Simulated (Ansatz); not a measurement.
**H6PbCBr3N (CH3NH3PbBr3): converging the G0W0 gap**

How do accuracy and time trade against each other in G0W0 on H6PbCBr3N (CH3NH3PbBr3)?

Main program and level: Ansatz 0.2.0; G0W0 on PBEsol, plane waves, PAW; PAW set soft_1.

The structure was built from a prototype and need not be the compound's stable phase.

**1. The starting structure**

The cell holds 12 atoms: 1 C, 1 N, 6 H, 1 Pb and 3 Br. Its edges and angles: a = 5.821 Å, b = 5.941 Å, c = 5.759 Å, α = 90.1°, β = 90.0°, γ = 89.4°. It derives from Br3C1H6N1Pb1.

As a file:

```cif
data_structure
_symmetry_space_group_name_H-M 'P1'
_symmetry_Int_Tables_number 1
_cell_length_a 5.7591
_cell_length_b 5.8214
_cell_length_c 5.9405
_cell_angle_alpha 90.632
_cell_angle_beta 90.092
_cell_angle_gamma 90.045
_cell_volume 199.15
loop_
_atom_site_label
_atom_site_type_symbol
_atom_site_symmetry_multiplicity
_atom_site_Wyckoff_symbol
_atom_site_fract_x
_atom_site_fract_y
_atom_site_fract_z
_atom_site_occupancy
C1 C 1 a 0.00032 0.90479 0.04597 1
N1 N 1 a 0.99960 0.13310 0.94018 1
H1 H 1 a 0.00184 0.92826 0.22957 1
H2 H 1 a 0.14680 0.22855 0.98536 1
H3 H 1 a 0.15652 0.81111 0.99213 1
H4 H 1 a 0.99830 0.12459 0.76528 1
H5 H 1 a 0.84323 0.81096 0.99399 1
H6 H 1 a 0.85308 0.22836 0.98680 1
Pb1 Pb 1 a 0.50015 0.48457 0.50938 1
Br1 Br 1 a 0.00013 0.41903 0.45548 1
Br2 Br 1 a 0.49985 0.44094 0.01321 1
Br3 Br 1 a 0.50048 0.97567 0.58346 1
```

The structure was relaxed with PBEsol-D3(BJ). The runs that relaxed it are not among those shown. Spin-orbit coupling is left out unless a step names it.

**2. 169 empty bands, screening to 52 eV**

G0W0 replaces the xc potential by the self-energy, built once from these orbitals. Only a window of levels is corrected, while the sums run over the empty bands that the input names. This step takes PAW set soft_1 files.

File input.yaml:

```yaml
crystal:
  lattice:
    - [5.8213187309, 0.0324159757, 0.0022712583]
    - [0.0324159757, 5.9404160638, -0.0047210805]
    - [0.0022712583, -0.0047210805, 5.7590484621]
  atoms:
    - { symbol: C, position: [0.9047910036, 0.9540312406, 0.9996755484] }
    - { symbol: "N", position: [0.1331001664, 0.0598188283, 0.000403052] }
    - { symbol: H, position: [0.9282636413, 0.7704293229, 0.9981643961] }
    - { symbol: H, position: [0.2285468519, 1.0146442665, 0.8532031015] }
    - { symbol: H, position: [0.8111075916, 0.007871173, 0.8434813284] }
    - { symbol: H, position: [0.1245904708, 0.2347170579, 0.0016984932] }
    - { symbol: H, position: [0.8109581835, 0.0060073127, 0.1567673347] }
    - { symbol: H, position: [0.2283561027, 1.0132046161, 0.1469151635] }
    - { symbol: Pb, position: [0.484565248, 0.4906182816, 0.4998481534] }
    - { symbol: Br, position: [0.4190289606, 0.5445179638, -0.0001332024] }
    - { symbol: Br, position: [0.4409374489, -0.0132096713, 0.500150562] }
    - { symbol: Br, position: [-0.0243269835, 0.4165431027, 0.4995236299] }
kpoints:
  mp_grid: { grid: [4, 4, 4] }
hamiltonian:
  xc: pbesol
  pseudopotentials: { kind: paw, azcp: { folder: soft_1 }, xc_functional: pbe }
scf:
  occupations: { method: fixed }
gw:
  n_empty_bands: 169
  ecut_chi: 52
  qp_bands: [v4, c4]
  qp_kpoints: band_edges
  screening: { model: contour_deformation }
```

Launch:

```sh
> ansatz run input.yaml --threads 2 --pin off --max-ram 92160MiB --backend cuda --events-out ev --progress --plain --runs-dir out --devices 1 --max-vram 13GiB
```

Numbers of over 12 decimals in the logs are rounded to 6 here.

The log of the run:

```text
GPUs: using 1 of 1 available (devices: 1).
Engine: ansatz 0.2.0, x86_64-unknown-linux-gnu
Pseudopotentials: kind: paw
Pseudopotential: C, paw, valence charge 4, recommended cutoff 420 eV (normal), soft_1/C.paw.azcp
Pseudopotential: N, paw, valence charge 5, recommended cutoff 420 eV (normal), soft_1/N.paw.azcp
Pseudopotential: H, paw, valence charge 1, recommended cutoff 420 eV (normal), soft_1/H.paw.azcp
Pseudopotential: Pb, paw, valence charge 14, recommended cutoff 420 eV (normal), soft_1/Pb.paw.azcp
Pseudopotential: Br, paw, valence charge 7, recommended cutoff 420 eV (normal), soft_1/Br.paw.azcp
Functional definition: PBEsol
  exchange = pbesol_x
  correlation = pbesol_c
device memory: the entry about to start is reckoned to put 1.8 GiB on a device that reports 41.7 GiB free (of which the cap on the GPU budget leaves the run 13.0 GiB)
GPU FFT provider: cuFFT
GPU libraries: cuBLAS 13.8.2, cuFFT 12.4.0, cuSOLVER 12.3.4
Crystal: 12 atoms, lattice volume = 199.148 Å³
Basis set: ecut = 420 eV, 3881 PW (Γ)
Bands: 37, of which v1, the nominal top of the filled ones, is band 25 counted from 1 (24 counted from 0)
Symmetry: 1 space group operations
Space group: P1 (ITA 1), of the structure as read, at distance tolerance 5.8e-5 Å
k-points: 36 of 64 (time reversal used)
Non-local potential: C, projectors of the file, l = 0: 2, l = 1: 2, l = 2: 1
Non-local potential: N, projectors of the file, l = 0: 2, l = 1: 2, l = 2: 1
Non-local potential: H, projectors of the file, l = 0: 2, l = 1: 1
Non-local potential: Pb, projectors of the file, l = 0: 2, l = 1: 2, l = 2: 2, l = 3: 1
Non-local potential: Br, projectors of the file, l = 0: 2, l = 1: 2, l = 2: 2
PAW form: soft (Blöchl's): semilocal exchange-correlation on the pseudo side does not see the compensation charge
PAW frozen core: C, regenerated for the run's functional, and the local potential with it (the file was generated under x = pbe(κ = 0.804, μ = 0.219515), c = pbe(β = 0.066725))
PAW frozen core: N, regenerated for the run's functional, and the local potential with it (the file was generated under x = pbe(κ = 0.804, μ = 0.219515), c = pbe(β = 0.066725))
PAW frozen core: Pb, regenerated for the run's functional, and the local potential with it (the file was generated under x = pbe(κ = 0.804, μ = 0.219515), c = pbe(β = 0.066725))
PAW frozen core: Br, regenerated for the run's functional, and the local potential with it (the file was generated under x = pbe(κ = 0.804, μ = 0.219515), c = pbe(β = 0.066725))
PAW one-centre angular grid: C, 110 points (default); XC on 64 Gauss nodes
PAW one-centre angular grid: N, 110 points (default); XC on 64 Gauss nodes
PAW one-centre angular grid: H, 110 points (default); XC on 64 Gauss nodes
PAW one-centre angular grid: Pb, 590 points (default); XC on 64 Gauss nodes
PAW one-centre angular grid: Br, 110 points (default); XC on 64 Gauss nodes
Initial density: superposition of atomic densities (chi_scale 0.1, normalization cell), built separately for each of the 2 bonded fragments (scf.initial_density.interfragment_charge_transfer: auto; true builds it for the cell as a whole; a typed value also counts as a typed key of the start: scf.initial_density.chi_scale says what that changes, if anything)
Initial wavefunctions: pseudopotential atomic-orbital guess
GPU buffer pool allocated for 64000 grid points (all kernels)
GPU transforms: local potential and band sums: pruned to the plane-wave sphere, on 40×40×40
Functional: x = pbesol(κ = 0.804, μ = 0.123457), c = pbesol(β = 0.046)
SCF iter   1: F=—  HF=-20694.344341 eV  |F-HF|=—  |Δ(HF+E_count)|=         —  Δρ=6.40e-2  dr2=7.63e0  ethr=3.10e-3  ⟨swp⟩=4.9  Hψ=5047  notcnv=0  defer=351
preconditioner: auto → Resta (q_TF=auto, 2.167 Å⁻¹)  ε∞=2.5  [insulator: Δε(μ)=2.016 eV  Ē_g=14.802 eV  n_scr=30 (ndim 8)  ℏωp=18.2 eV  f_vac=0.023  ε∞_Penn≈2.5]
SCF iter   2: F=—  HF=-20692.201001 eV  |F-HF|=—  |Δ(HF+E_count)|=    2.14e0  Δρ=2.92e-2  dr2=1.18e0  ethr=3.10e-3  ⟨swp⟩=2.2  Hψ=2728  notcnv=0  defer=347
SCF iter   3: F=—  HF=-20691.894256 eV  |F-HF|=—  |Δ(HF+E_count)|=   3.07e-1  Δρ=7.16e-3  dr2=8.49e-2  ethr=2.36e-3  ⟨swp⟩=2.0  Hψ=2095  notcnv=0  defer=355
SCF iter   4: F=—  HF=-20691.898767 eV  |F-HF|=—  |Δ(HF+E_count)|=   4.51e-3  Δρ=1.42e-3  dr2=3.48e-3  ethr=1.70e-4  ⟨swp⟩=2.0  Hψ=2253  notcnv=0  defer=360
SCF iter   5: F=—  HF=-20691.902976 eV  |F-HF|=—  |Δ(HF+E_count)|=   4.21e-3  Δρ=5.10e-4  dr2=5.47e-4  ethr=6.97e-6  ⟨swp⟩=2.3  Hψ=2118  notcnv=0  defer=360
SCF iter   6: F=—  HF=-20691.903299 eV  |F-HF|=—  |Δ(HF+E_count)|=   3.23e-4  Δρ=1.90e-4  dr2=7.41e-5  ethr=1.09e-6  ⟨swp⟩=2.0  Hψ=1997  notcnv=0  defer=360
SCF iter   7: F=—  HF=-20691.903342 eV  |F-HF|=—  |Δ(HF+E_count)|=   4.31e-5  Δρ=4.33e-5  dr2=5.76e-6  ethr=1.48e-7  ⟨swp⟩=2.0  Hψ=2031  notcnv=0  defer=337
SCF iter   8: F=—  HF=-20691.903353 eV  |F-HF|=—  |Δ(HF+E_count)|=   1.05e-5  Δρ=1.25e-5  dr2=5.17e-7  ethr=1.15e-8  ⟨swp⟩=2.0  Hψ=2030  notcnv=0  defer=344
SCF iter   9: F=-20691.903354 eV  HF=-20691.903354 eV  |F-HF|=3.30e-8  |Δ(HF+E_count)|=   1.24e-6  Δρ=3.44e-6  dr2=3.32e-8  ethr=2.00e-10  ⟨swp⟩=14.1  Hψ=8777  notcnv=0
SCF 1 converged in 9 iterations: F = -20691.903354 eV  dr2 = 3.32e-8
  greatest PAW one-centre occupation: 0.982 electrons in one spin orbital (limit 2), on the Pb atom at site 8 (counted from 0), in its partial waves of l = 2
device memory: the entry about to start is reckoned to put 2.1 GiB (of the 2.3 GiB reckoned in all, the device holds 0.2 GiB already) on a device that reports 41.6 GiB free (of which the cap on the GPU budget leaves the run 12.9 GiB)
NSCF: frozen V_eff on 36 k-points
the band table was solved once the SCF had ended and its energy, with any forces and stress, was formed, with the checks that follow a solve (5837 applications of the Hamiltonian). They found nothing against the state; the energy, forces and stress were not computed again (output.eigenvalues in the input reference)
device memory: the entry about to start is reckoned to put 3.5 GiB on a device that reports 41.8 GiB free (of which the cap on the GPU budget leaves the run 13.0 GiB)
NSCF: frozen V_eff on 36 k-points
G₀W₀ screening: q 1/36
[... further progress lines ...]
SCF converged after 9 iterations
Free energy (F): -20691.903354 eV
Harris-Foulkes:  -20691.903354 eV  (|F-HF|=3.30e-8)
Internal energy: -20691.903354 eV  (E = F + TS)
E sigma→0 (E₀):  -20691.903354 eV
Fermi energy:    2.745936 eV
--- Per-component energies (eV) ---
  E_band       = -298.883078
  E_kinetic    = 986.400763
  E_local      = -2856.023735  (includes V_loc(G=0)·N_el)
  E_nonlocal   = 525.310667
  E_hartree    = 1012.837288
  E_xc         = -946.583338
  E_vxc        = -665.175846  (∫ρ·V_xc dr)
  E_paw        = -17270.479353  (= ΣΔE_a)
  E_vpaw       = -315.065361  (= ΣTr[D̂ρ^β])
  E_aug_tail   = -0.005247  (compensation charges beyond the density's cutoff)
  E_ewald      = -2143.748580
  E_core_change = 0.388182  (= ΣΔE_core)
  E_smearing   = -0.000000  (= −TS)
  E_closure    = -0.000000  (closes the sum)
  Σ components = -20691.903354   (vs F -20691.903354, Δ=0.00e0)
--- Band table (eV; the first three rows and the last of 36) ---
  k-point 0: bands = [... 21 lower, 0.9325, 0.9977, 1.2029, 1.2928, 6.5361, 7.6199, 7.8135, 8.0589, ... 8 higher]
  k-point 1: bands = [... 21 lower, 0.9101, 1.0101, 1.2224, 1.3403, 6.8634, 7.1699, 7.5898, 8.1654, ... 8 higher]
  k-point 2: bands = [... 21 lower, 1.0045, 1.1372, 1.2337, 1.7364, 5.7828, 7.4549, 8.0786, 8.1034, ... 8 higher]
  k-point 35: bands = [... 21 lower, 1.1310, 1.4802, 1.4839, 2.7459, 4.7612, 4.7910, 5.0742, 7.9090, ... 8 higher]
--- G₀W₀: contour deformation, 6 samples at zero and on the imaginary axis and 2 off it, 64 q-points, 169 empty bands' worth ---
  eigenvalues of the whole cell's RPA ε∞ on this k-mesh (on a slab, of 1 + 4πα/V) = 4.8900, 4.9685, 5.1182; static W/v taken at q = 0 is 0.200294
  gw.qp_kpoints: band_edges: 20 of 36 stored k-points solved, in 1 pass; an edge of the gap read off the rows below is read off those points alone
    valence top: of the k-points left out ik 27 came nearest to being solved in a further pass, in band 25 (counted from 1, as in the quasiparticle table): it holds the edge there only if its correction is more favourable than any solved in that band by at least 0.718 eV; those differ by 0.615 eV
    conduction bottom: of the k-points left out ik 7 came nearest to being solved in a further pass, in band 26 (counted from 1, as in the quasiparticle table): it holds the edge there only if its correction is more favourable than any solved in that band by at least 0.519 eV; those differ by 0.254 eV
    ik  band        ε_KS         Σx   Σc(E_QP)       V_xc       Z   E_QP_lin       E_QP  E_QP is
     0    22      0.9325   -19.1982     3.0343   -15.4129  0.7487     0.1659     0.1814  root
     0    23      0.9977   -19.1319     3.0102   -15.3776  0.7475     0.2381     0.2536  root
     0    24      1.2029   -19.1060     3.0607   -15.2842  0.7443     0.4251     0.4418  root
     0    25      1.2928   -19.1401     3.0456   -15.3424  0.7442     0.5243     0.5407  root
     0    26      6.5361    -4.7264    -3.3940    -8.7700  0.8183     7.1932     7.1858  root
     0    27      7.6199    -6.0982    -3.5512   -10.3294  0.7836     8.3138     8.2999  root
     0    28      7.8135    -6.8445    -3.6792   -11.3027  0.7745     8.6119     8.5924  root
     0    29      8.0589    -5.7257    -3.5723   -10.0257  0.7862     8.8012     8.7867  root
     2    22      1.0045   -19.4146     3.0478   -15.6148  0.7522     0.2376     0.2526  root
     2    23      1.1372   -18.9744     3.0350   -15.1534  0.7480     0.3337     0.3511  root
     2    24      1.2337   -19.0940     3.0502   -15.2844  0.7440     0.4574     0.4743  root
     2    25      1.7364   -19.4804     2.1078   -16.9957  0.7671     1.3566     1.3595  root
     2    26      5.7828    -9.5609    -3.1728   -13.6375  0.7847     6.7050     6.6866  root
     2    27      7.4549    -7.8722    -3.6310   -12.3084  0.7676     8.2823     8.2600  root
     2    28      8.0786    -5.9643    -3.6024   -10.3122  0.7857     8.8381     8.8241  root
     2    29      8.1034    -4.9639    -3.5428    -9.2759  0.8076     8.8853     8.8725  root
     8    22      0.8818   -19.0124     3.0256   -15.2339  0.7452     0.1125     0.1289  root
     8    23      0.9370   -19.1613     2.9499   -15.4810  0.7526     0.1926     0.2067  root
     8    24      1.2258   -19.1309     3.0106   -15.3683  0.7473     0.4580     0.4738  root
     8    25      1.8265   -19.1481     2.0808   -16.6589  0.7687     1.4147     1.4181  root
     8    26      5.1646    -9.1877    -3.0445   -13.0578  0.7898     6.0038     5.9901  root
     8    27      6.7344    -9.2252    -3.4101   -13.5191  0.7719     7.6371     7.6182  root
     8    28      7.6711    -6.1431    -3.6055   -10.5690  0.7918     8.5082     8.4914  root
     8    29      8.1442    -6.4868    -3.7402   -11.1502  0.7867     9.0868     9.0674  root
[...]
35    22      1.1310   -19.4046     2.9725   -15.6918  0.7539     0.3767     0.3907  root
    35    23      1.4802   -19.4181     2.9843   -15.6991  0.7502     0.7311     0.7455  root
    35    24      1.4839   -19.4178     2.9867   -15.6939  0.7502     0.7322     0.7467  root
    35    25      2.7459   -18.5320     1.2492   -17.1454  0.7830     2.6082     2.6085  root
    35    26      4.7612    -8.6828    -2.9871   -12.4376  0.7954     5.5395     5.5289  root
    35    27      4.7910    -8.3299    -3.0265   -12.1276  0.7978     5.5727     5.5621  root
    35    28      5.0742    -8.8145    -2.9802   -12.5678  0.7953     5.8583     5.8473  root
    35    29      7.9090    -4.6185    -3.5903    -9.0227  0.8123     8.7356     8.7229  root
```

Elapsed: 56 s, on 1 × NVIDIA H100 80GB HBM3 (shared by 6 runs) with 2 threads of AMD EPYC 7R13 (Zen 3), shared host; peak memory 1.7 GiB.

The column dr2 measures how far the density is from self-consistency, as an energy; F and HF (Harris–Foulkes) agree once it is small.

Numbers from this step:

* bands summed: 194
* RPA ε∞ on this mesh (eigenvalues): 4.890, 4.968, 5.118
* plane waves in the screening matrix: 171
* q-points in the mesh: 64
* G0W0 gap on the mesh: 2.920 eV
* k of the valence top: -0.5, -0.5, -0.5
* k of the conduction bottom: -0.5, -0.5, -0.5
* starting gap on the mesh: 2.015 eV
* Z at the valence top: 0.7830
* Z at the conduction bottom: 0.7954
* least direct G0W0 gap on the computed points: 2.920 eV

The gap on the mesh goes from 2.02 eV to 2.92 eV, a correction of +0.91 eV. Between the two edge states, bare exchange in place of the xc potential would open the gap by 5.14 eV, and correlation takes back 4.24 eV.

**3. 670 empty bands, screening to 130 eV**

Another rung: the empty bands reach about as high as the screening cutoff, so the two stay in balance.

input.yaml, as its differences from that of step 2:

```diff
@@ -26,4 +26,4 @@
 gw:
-  n_empty_bands: 169
-  ecut_chi: 52
+  n_empty_bands: 670
+  ecut_chi: 130.0
   qp_bands: [v4, c4]
```

The log of the run:

```text
GPUs: using 1 of 1 available (devices: 1).
[...]
GPU FFT provider: cuFFT
GPU libraries: cuBLAS 13.8.2, cuFFT 12.4.0, cuSOLVER 12.3.4
Crystal: 12 atoms, lattice volume = 199.148 Å³
Basis set: ecut = 420 eV, 3881 PW (Γ)
Bands: 37, of which v1, the nominal top of the filled ones, is band 25 counted from 1 (24 counted from 0)
Symmetry: 1 space group operations
[...]
k-points: 36 of 64 (time reversal used)
[...]
GPU buffer pool allocated for 64000 grid points (all kernels)
[...]
SCF iter   1: F=—  HF=-20694.344341 eV  |F-HF|=—  |Δ(HF+E_count)|=         —  Δρ=6.40e-2  dr2=7.63e0  ethr=3.10e-3  ⟨swp⟩=4.9  Hψ=5047  notcnv=0  defer=351
[...]
SCF iter   9: F=-20691.903354 eV  HF=-20691.903354 eV  |F-HF|=3.30e-8  |Δ(HF+E_count)|=   1.24e-6  Δρ=3.44e-6  dr2=3.32e-8  ethr=2.00e-10  ⟨swp⟩=14.1  Hψ=8777  notcnv=0
SCF 1 converged in 9 iterations: F = -20691.903354 eV  dr2 = 3.32e-8
[...]
NSCF: frozen V_eff on 36 k-points
[...]
G₀W₀ screening: q 1/36
[... further progress lines ...]
SCF converged after 9 iterations
Free energy (F): -20691.903354 eV
[...]
Internal energy: -20691.903354 eV  (E = F + TS)
E sigma→0 (E₀):  -20691.903354 eV
Fermi energy:    2.745936 eV
[...]
--- Band table (eV; the first three rows and the last of 36) ---
  k-point 0: bands = [... 21 lower, 0.9325, 0.9977, 1.2029, 1.2928, 6.5361, 7.6199, 7.8135, 8.0589, ... 8 higher]
  k-point 1: bands = [... 21 lower, 0.9101, 1.0101, 1.2224, 1.3403, 6.8634, 7.1699, 7.5898, 8.1654, ... 8 higher]
  k-point 2: bands = [... 21 lower, 1.0045, 1.1372, 1.2337, 1.7364, 5.7828, 7.4549, 8.0786, 8.1034, ... 8 higher]
  k-point 35: bands = [... 21 lower, 1.1310, 1.4802, 1.4839, 2.7459, 4.7612, 4.7910, 5.0742, 7.9090, ... 8 higher]
[...]
0    22      0.9325   -19.1982     2.6469   -15.4129  0.7426    -0.2455    -0.2059  root
     0    23      0.9977   -19.1319     2.6257   -15.3776  0.7413    -0.1705    -0.1309  root
     0    24      1.2029   -19.1060     2.6787   -15.2842  0.7383     0.0180     0.0598  root
     0    25      1.2928   -19.1401     2.6628   -15.3424  0.7380     0.1162     0.1579  root
     0    26      6.5361    -4.7264    -3.5394    -8.7700  0.8160     7.0447     7.0403  root
     0    27      7.6199    -6.0982    -3.8032   -10.3294  0.7816     8.0531     8.0480  root
     0    28      7.8135    -6.8445    -3.9628   -11.3027  0.7723     8.3163     8.3087  root
     0    29      8.0589    -5.7257    -3.8164   -10.0257  0.7841     8.5491     8.5426  root
[...]
35    26      4.7612    -8.6828    -3.3151   -12.4376  0.7931     5.2041     5.2009  root
    35    27      4.7910    -8.3299    -3.3387   -12.1276  0.7956     5.2534     5.2499  root
    35    28      5.0742    -8.8145    -3.3133   -12.5678  0.7927     5.5175     5.5142  root
    35    29      7.9090    -4.6185    -3.7666    -9.0227  0.8098     8.5541     8.5466  root
```

Run time: 4.2 min. Hardware: 1 × NVIDIA H100 80GB HBM3 (shared by 6 runs) with 2 threads; peak memory 5.3 GiB.

Numbers from this step:

```
bands summed                                 : 695
RPA ε∞ on this mesh (eigenvalues)            : 4.853, 4.928, 5.079
plane waves in the screening matrix          : 697
q-points in the mesh                         : 64
G0W0 gap on the mesh                         : 3.132 eV
k of the valence top                         : -0.5, -0.5, -0.5
k of the conduction bottom                   : -0.5, -0.5, -0.5
starting gap on the mesh                     : 2.015 eV
Z at the valence top                         : 0.7760
Z at the conduction bottom                   : 0.7931
least direct G0W0 gap on the computed points : 3.132 eV
```

Against the run with 4×4×4 mesh, 169 empty bands, screening to 52 eV, PAW set soft_1 files, the gap moves by +0.21 eV.

**4. Side by side**

Times are wall times on 1 × NVIDIA H100 80GB HBM3 (shared by 6 runs) with 2 threads of AMD EPYC 7R13 (Zen 3), shared host, good to a factor of about two.

```csv
mesh,files,frequency,bands summed,cutoff (eV),start (eV),G0W0 (eV),time,host memory (GiB)
4×4×4,PAW set soft_1,contour deformation,194,52,2.015,2.920,56 s,1.7
4×4×4,PAW set soft_1,contour deformation,695,130,2.015,3.132,4.2 min,5.3
```

How the two edges are built up, in eV (the quasiparticle level is the starting level plus Σx plus Σc less Vxc):

```
      run               edge  start      Σx     Σc     Vxc     Z    QP
194 bands        valence top   2.75  -18.53   1.25  -17.15  0.78  2.61
194 bands  conduction bottom   4.76   -8.68  -2.99  -12.44  0.80  5.53
695 bands        valence top   2.75  -18.53   0.71  -17.15  0.78  2.07
695 bands  conduction bottom   4.76   -8.68  -3.32  -12.44  0.79  5.20
```

**5. Outcome**

| Item | Value |
| --- | --- |
| 194 bands, 52 eV | 2.920 eV |
| 695 bands, 130 eV | 3.132 eV |
| estimated limit in bands and cutoff | 3.21 eV |
| mesh and start | 4×4×4, PBEsol |

**Reading.** A line in one over the bands through the two rungs gives 3.21 eV, +0.08 eV from the top rung; with two points alone it is an unchecked estimate. The rungs stand 0.29 eV (194 bands) and 0.08 eV (695 bands) from it. From 194 to 695 bands the gap moves by +0.21 eV while the time grows 4.5-fold. Σc changes by −0.54 eV at the valence top and −0.33 eV at the conduction bottom, so the levels themselves move more than the gap between them. Where an edge is built on 6p states of lead, bismuth or thallium, scalar-relativistic gaps usually stand too wide, by a few tenths to over one eV. The many-body steps are scalar-relativistic: spin-orbit coupling is not in them.

[Paths, hosts, dates, memory and timing lines, banners, echoed tables and standing remarks are left out of the program output.]

[Logs are printed without paths, hosts, clocks, repeated set-up lines and the standing remarks that a program may print on its own settings, such as how far it seeks lower states.]

[Runs of the session that timed out or met a known fault of the program may be left out.]

[Cells called generated may have been cut or substituted from an entry of the Crystallography Open Database or the Materials Project.]

[Hosts, paths, dates, database ids (printed as entryN), source tags and the programs' standing remarks are cut or masked in the printed files.]
